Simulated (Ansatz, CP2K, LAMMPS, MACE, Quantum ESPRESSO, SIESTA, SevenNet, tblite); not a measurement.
**tblite runs on Li+ BF4- in gamma-butyrolactone and acetonitrile and diethyl carbonate at 360 K (102 atoms)**

Wanted: tblite inputs and outputs for Li+ BF4- in gamma-butyrolactone and acetonitrile and diethyl carbonate at 360 K (102 atoms), checked against a plane-wave reference.

Main program and level: tblite 0.8.0; the method is named at each step.

## Step 1: The starting structure

The cell holds 102 atoms: 30 C, 12 O, 50 H, 4 N, 1 B, 4 F and 1 Li. Its edges and angles: a = 10.567 Å, b = 10.567 Å, c = 10.567 Å, α = 90.0°, β = 90.0°, γ = 90.0°. 3 gamma-butyrolactone, 4 acetonitrile, 2 diethyl carbonate, 1 Li+, 1 BF4- placed at random, at 1.06 g/cm³; overlaps pushed apart, then 10 ps at 550 K with stiff harmonic cages for PF6 and BF4 with UFF radii; Joung-Cheatham ions (J. Phys. Chem. B 112, 9020 (2008)); MMFF94 bonds, angles, torsions, charges and radii (Halgren, J. Comput. Chem. 17, 490 (1996)) in harmonic and 12-6 forms; charges of ions scaled by 0.8. Snapshot after 30 ps at 360 K and fixed volume.

The yardstick, on the same geometry:

* method: Kohn-Sham DFT, PBE, SSSP efficiency 1.3.0 pseudopotentials, plane waves (Quantum ESPRESSO 7.5); sssp-pbe-1.3.0-efficiency, cutoffs 60/480 Ry, Γ point
* r.m.s. force component: 1.014 eV/Å
* longest force: 3.788 eV/Å
* pressure: 2.816 GPa
* gap (highest filled to lowest empty level): 4.335 eV
* time: 2.6 min on 2 MPI ranks of Arm Neoverse V2, shared host
* CPU time: 5.2 min

## Step 2: GFN2-xTB

Method: GFN2-xTB tight binding, diagonalisation.

The input, run.py:

```python
import numpy as np
from ase.io import read
from tblite.ase import TBLite

atoms = read("structure.xyz")
atoms.calc = TBLite(method="GFN2-xTB", electronic_temperature=580, accuracy=1.0, max_iterations=250, mixer_damping=0.4, verbosity=1)
energy = atoms.get_potential_energy()
forces = atoms.get_forces()
print(f"energy {energy:.6f} eV")
print("forces (eV/A)")
for i, (a, f) in enumerate(zip(atoms, forces)):
    print(f"{i:4d} {a.symbol:2s} {f[0]:10.5f} {f[1]:10.5f} {f[2]:10.5f}")
stress = -atoms.get_stress(voigt=False) * 160.21766
print("stress (GPa, compression positive)")
for row in stress:
    print(" ".join(f"{x:10.4f}" for x in row))
print("charges (e)")
print(np.array2string(atoms.get_charges(), precision=4, suppress_small=True, max_line_width=110, threshold=100000))
```

The input, structure.xyz:

```xyz
102
Lattice="10.56699 0.00000 0.00000 0.00000 10.56699 0.00000 0.00000 0.00000 10.56699" Properties=species:S:1:pos:R:3 pbc="T T T"
C 0.94374 4.38076 0.12881
C 1.54289 2.95464 0.56206
O 2.89092 3.03864 0.97692
C 3.03347 3.35967 2.27391
O 2.12312 3.56499 3.08736
O 4.34906 3.57946 2.46073
C 4.80006 3.92733 3.74927
C 4.62950 5.45035 3.90197
H 0.07513 4.45747 10.03970
H 0.78787 4.86536 1.05416
H 1.78646 4.78642 10.15181
H 0.95515 2.58426 1.40361
H 1.34655 2.20945 10.41102
H 4.35899 3.36527 4.58142
H 5.88708 3.75350 3.72423
H 5.14243 6.01262 3.13892
H 3.60725 5.74717 3.89341
H 5.07754 5.77412 4.87223
C 7.96075 1.90438 1.48075
C 7.89365 3.01719 0.57104
O 8.11767 4.18463 1.33841
C 7.55371 5.32418 0.77805
O 6.98394 5.47201 10.27302
O 7.71517 6.32223 1.69812
C 7.19454 7.54050 1.20400
C 8.25282 8.35035 0.55593
H 7.03973 2.02939 2.13855
H 7.97406 0.95536 0.94268
H 8.88916 1.91305 2.01248
H 8.79892 3.02396 10.52948
H 6.97252 3.06316 10.56414
H 6.25027 7.52253 0.64194
H 6.87192 8.15856 2.07567
H 8.92932 7.79527 10.46407
H 7.87780 9.21716 10.55167
H 8.86930 8.74006 1.43045
O 1.59171 10.51426 7.46452
C 0.81831 0.69626 6.89306
C 0.41898 1.93703 7.44835
C 10.50792 2.79423 6.34918
C 10.19789 1.78202 5.29850
O 0.51377 0.71031 5.54249
H 10.25960 1.73890 8.20432
H 1.22419 2.49941 7.93687
H 9.72765 3.40807 6.58577
H 0.75078 3.45974 6.07158
H 9.12417 1.47304 5.20350
H 10.39855 2.19202 4.32126
O 4.04536 5.63369 8.24331
C 3.07838 6.19236 7.70841
C 3.03801 7.57907 7.07555
C 1.79206 7.50827 6.21910
C 0.98231 6.48951 6.92941
O 1.95574 5.52833 7.32557
H 2.84823 8.35109 7.89555
H 3.89901 7.78069 6.46256
[... 42 atom lines left out ...]
F 5.52474 1.87469 7.29175
F 7.04491 3.43829 6.33502
F 6.84762 3.35407 8.49269
Li 5.81903 4.99502 8.65289
```

On the command line:

```sh
$ OMP_NUM_THREADS=1 python run.py > output.txt
```

Output:

```text
------------------------------------------------------------
  cycle        total energy    energy error   density error
------------------------------------------------------------
      1     -168.9910790524  -1.7089276E+02   2.2376881E-01
      2     -170.4794575397  -1.4883785E+00   1.1220397E-01
      3     -170.6132541214  -1.3379658E-01   7.7185866E-02
      4     -170.8015581225  -1.8830400E-01   3.0224944E-02
      5     -170.8424566444  -4.0898522E-02   1.0915187E-02
      6     -170.8433383169  -8.8167247E-04   6.3993129E-03
      7     -170.8456675697  -2.3292529E-03   2.4952639E-03
      8     -170.8460128384  -3.4526862E-04   9.6797167E-04
      9     -170.8460227796  -9.9412304E-06   4.7896263E-04
     10     -170.8460243380  -1.5583921E-06   2.6116279E-04
     11     -170.8460269881  -2.6500795E-06   1.3816319E-04
     12     -170.8460272771  -2.8902193E-07   6.5861239E-05
     13     -170.8460274073  -1.3020096E-07   2.7334813E-05
     14     -170.8460274044   2.8544207E-09   1.3807996E-05
------------------------------------------------------------
 total:                                   7.118 sec
energy -4648.957202 eV
forces (eV/A)
   0 C     1.67260   -1.75215   -0.25941
   1 C    -2.07982    1.29561    0.49001
   2 O    -0.57315    0.08561    0.31413
   3 C    -1.05754    1.32888    1.11194
   4 O     2.30884   -0.79345   -1.80725
   5 O    -1.00688   -1.08543   -0.10771
   6 C     0.84569    1.33022    0.08159
   7 C     0.81920   -0.01299    1.52173
   8 H     0.09349   -0.71600    0.35583
   9 H    -0.26483    0.95198    0.64449
  10 H     0.09292    0.63331   -0.09309
  11 H    -0.13432    0.15645    0.49402
  12 H     0.68090   -0.76094   -1.39816
  13 H    -0.18317    0.09719   -0.36932
  14 H    -0.23086   -0.30385    0.09740
  15 H     0.21639   -0.12477   -0.46409
  16 H    -0.85133    0.02716   -0.01143
  17 H    -0.34450   -0.34127   -0.49215
  18 C    -1.57297   -1.85784    1.59591
  19 C     1.33994    1.30134   -1.43686
  20 O    -1.97487    2.86771   -1.07065
  21 C     0.23283   -0.13825    0.73012
  22 O     1.08546   -0.93042    2.01768
  23 O    -0.82367   -1.16473   -1.53945
[...]
94 H    -0.41690   -0.16798   -0.14517
  95 H    -1.18305   -0.00294   -0.44650
  96 B     0.93732   -1.17111    0.97125
  97 F    -0.47172    0.05782    0.24832
  98 F     0.49323    0.75394   -0.34752
  99 F    -0.51297    0.58351   -1.41612
 100 F    -0.70674   -0.09340   -0.08919
 101 Li    0.34637    0.23619   -0.02014
stress (GPa, compression positive)
   -0.6085     0.9526    -0.5289
    0.9526    -0.2513    -0.0431
   -0.5289    -0.0431     0.0099
charges (e)
[-0.1035  0.0882 -0.2478  0.485  -0.4614 -0.2597  0.0978 -0.0925  0.0419  0.0574  0.0502  0.049   0.0562
  0.0573  0.0634  0.0428  0.0468  0.0404 -0.0965  0.0897 -0.2751  0.4749 -0.3858 -0.2543  0.0851 -0.0854
  0.0563  0.0567  0.0513  0.0415  0.0742  0.0715  0.0552  0.0411  0.0506  0.0408 -0.4231  0.365  -0.0761
 -0.0561  0.0893 -0.2655  0.0812  0.0765  0.0646  0.0462  0.0497  0.056  -0.3549  0.3628 -0.0793 -0.0582
  0.0917 -0.244   0.1009  0.0795  0.0656  0.0568  0.0401  0.0425 -0.3457  0.3605 -0.0816 -0.0563  0.0805
 -0.2428  0.0779  0.0774  0.0463  0.0617  0.0493  0.0719 -0.0875  0.1407 -0.2603  0.0836  0.0694  0.0537
 -0.094   0.1248 -0.2597  0.0765  0.0712  0.0878 -0.09    0.132  -0.2705  0.085   0.0771  0.0662 -0.1046
  0.1311 -0.276   0.087   0.0782  0.0974  0.7114 -0.4282 -0.3945 -0.3764 -0.372   0.5272]
```

Run time: 7.6 s. Hardware: 1 thread of Arm Neoverse V2, shared host; peak memory 0.16 GiB.

Banners, paths, timers and routine set-up lines are dropped from the logs unmarked, and long logs keep their key lines alone; longer cuts are marked.

Compared with the plane-wave run:

- r.m.s. force component: 0.9774 eV/Å
- r.m.s. difference of force components: 469.5 meV/Å
- longest difference of force vectors: 2289 meV/Å
- force difference over r.m.s. force: 46.28 %
- slope of forces against the reference's: 0.8571
- correlation of force components: 0.8895
- pressure: -0.2833 GPa
- pressure difference: -3.099 GPa

Length of the force difference by element (eV/Å):

| element | atoms | mean | most |
| --- | --- | --- | --- |
| B | 1 | 0.50 | 0.50 |
| C | 30 | 0.75 | 1.7 |
| F | 4 | 1.2 | 1.5 |
| H | 50 | 0.21 | 0.42 |
| Li | 1 | 0.22 | 0.22 |
| N | 4 | 2.2 | 2.3 |
| O | 12 | 1.1 | 1.6 |

A closer look about B97, the only B atom: 12 atoms, nearest first, numbered in the order of the input, with positions taken from that point.

| atom | x | y | z | distance (Å) | bonds | Mulliken charge (e) | Fx | Fy | Fz (eV/Å) |
| --- | --- | --- | --- | --- | --- | --- | --- | --- | --- |
| B97 | 0.00 | 0.00 | 0.00 | 0.00 | 4 | 0.71 | 0.94 | -1.17 | 0.97 |
| F100 | 0.32 | 0.87 | -0.96 | 1.34 | 1 | -0.38 | -0.51 | 0.58 | -1.42 |
| F99 | -1.20 | -0.70 | -0.01 | 1.39 | 1 | -0.39 | 0.49 | 0.75 | -0.35 |
| F98 | 1.05 | -0.95 | 0.01 | 1.42 | 1 | -0.43 | -0.47 | 0.06 | 0.25 |
| F101 | 0.12 | 0.78 | 1.19 | 1.43 | 2 | -0.37 | -0.71 | -0.09 | -0.09 |
| Li102 | -0.91 | 2.43 | 1.35 | 2.92 | 4 | 0.53 | 0.35 | 0.24 | -0.02 |
| H94 | -1.09 | -1.36 | 2.66 | 3.18 | 1 | 0.09 | 3.22 | 0.93 | 0.03 |
| H45 | 3.00 | 0.84 | -0.71 | 3.20 | 1 | 0.06 | -2.41 | 1.28 | 0.74 |
| H31 | 0.25 | 0.49 | 3.26 | 3.31 | 1 | 0.07 | 0.11 | 0.14 | 0.11 |
| H47 | 2.40 | -1.10 | -2.10 | 3.37 | 1 | 0.05 | 0.68 | -0.14 | 0.79 |
| H96 | -2.48 | -1.37 | 1.86 | 3.39 | 1 | 0.10 | -1.18 | 0.00 | -0.45 |
| H72 | 1.07 | -3.26 | -0.02 | 3.43 | 1 | 0.07 | 0.14 | -0.09 | -0.80 |

Atoms are counted from 1 here, from 0 in the log.

Forces lie 46 % from the reference's, at 0.024 times its CPU time (on 1 against 2 cores).

Left out of this page: tblite IPEA1-xTB (killed or ended with an error).

## Step 3: What came out

```json
{
 "force difference from the reference": "tblite GFN2-xTB, 46 %",
 "its CPU time": "7.6 s"
}
```

Tight binding differs by 46 % (tblite GFN2-xTB); it is another model, with fitted parameters of its own, and the xTB methods hold dispersion. One electronic-structure run takes under half the reference's CPU time: tblite GFN2-xTB, at 46 % in 7.6 s against 5.2 min; its pressure misses by -3.1 GPa. Periodic xTB results under one method name differ between programs and library versions. The reference's pressure holds the uncorrected Pulay stress of its 60 Ry basis, so small pressure differences, and their order, may be the reference's own error. The network of contacts between molecules at the start is that of the classical potential that made the cell, and needn't be the one that DFT or experiment would give. The reference's PBE has no dispersion term, which matters for the binding between molecules or layers. The density was typed from a rule of thumb and may lie off the real one at this temperature. The electronic-structure runs sample only Γ, in a cell whose shortest periodic width is 11 Å.

[Also dropped from logs without a mark: logging warnings of Python, and SIESTA's first energy breakdown and zero terms.]

[Logs are printed without paths, hosts, clocks, repeated set-up lines and the standing remarks that a program may print on its own settings, such as how far it seeks lower states.]

[Hosts, paths, dates, database ids (printed as entryN), source tags and the programs' standing remarks are cut or masked in the printed files.]

[The MMFF94 radii named for the starting cell were scaled by 0.96; in molecules described by MMFF94, hydrogen bound to N, O or S took a small fixed 12-6 site in their place.]
